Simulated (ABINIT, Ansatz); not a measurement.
An input for ABINIT 10.8.3 (SnF4 (I4/mmm)):

```
acell 3*1.0 Angstrom
rprim 
  -2.025000000000 2.025000000000 3.965000000000
  2.025000000000 -2.025000000000 3.965000000000
  2.025000000000 2.025000000000 -3.965000000000
ntypat 2
znucl 50 9
natom 5
typat 1 2 2 2 2
xred 
  0.000000000000 0.000000000000 0.000000000000
  0.237000000000 0.237000000000 0.000000000000
  0.763000000000 0.763000000000 0.000000000000
  0.500000000000 0.000000000000 0.500000000000
  0.000000000000 0.500000000000 0.500000000000
pp_dirpath "pseudos"
pseudos "Sn.upf, F.upf"
ecut 38
ngkpt 4 4 4
nshiftk 1
shiftk 0 0 0
kptopt 1
chksymbreak 0
istwfk *1
occopt 1
irdwfk 1
optdriver 4
nband 104
gwcalctyp 2
ecutsigx 38
symsigma 1
nkptgw 2
kptgw 
  0.5000000000 0.5000000000 0.0000000000
  0.0000000000 0.0000000000 0.0000000000
bdgw 
  24 27
  24 27
ecuteps 5.2
irdscr 1
indata_prefix "in"
outdata_prefix "out"
tmpdata_prefix "tmp"
gwmem 00
```

```sh
OMP_NUM_THREADS=1 mpirun -n 4 abinit run.abi > log
```

How long will it take on 4 MPI ranks of Intel Xeon Platinum 8488C (Sapphire Rapids), shared host, and how much memory?

It took 19 s; on shared hardware allow 9.7 s to 39 s. Peak host memory was 1.1 GiB.

[Paths, hosts, dates, memory and timing lines, banners, echoed tables and standing remarks are left out of the program output.]

[Logs are printed without paths, hosts, clocks, repeated set-up lines and the standing remarks that a program may print on its own settings, such as how far it seeks lower states.]

[Runs of the session that timed out or met a known fault of the program may be left out.]

[Hosts, paths, dates, database ids (printed as entryN), source tags and the programs' standing remarks are cut or masked in the printed files.]

[G0W0 gaps are taken among the corrected bands and points alone; a level outside them can change the order at an edge.]

[Where Ansatz stands beside ABINIT at settings called matched, ABINIT's density can come from a denser mesh and the files from another edition; pairs whose starting gaps differed by over 0.03 eV were left out, so agreement reads better than it is.]
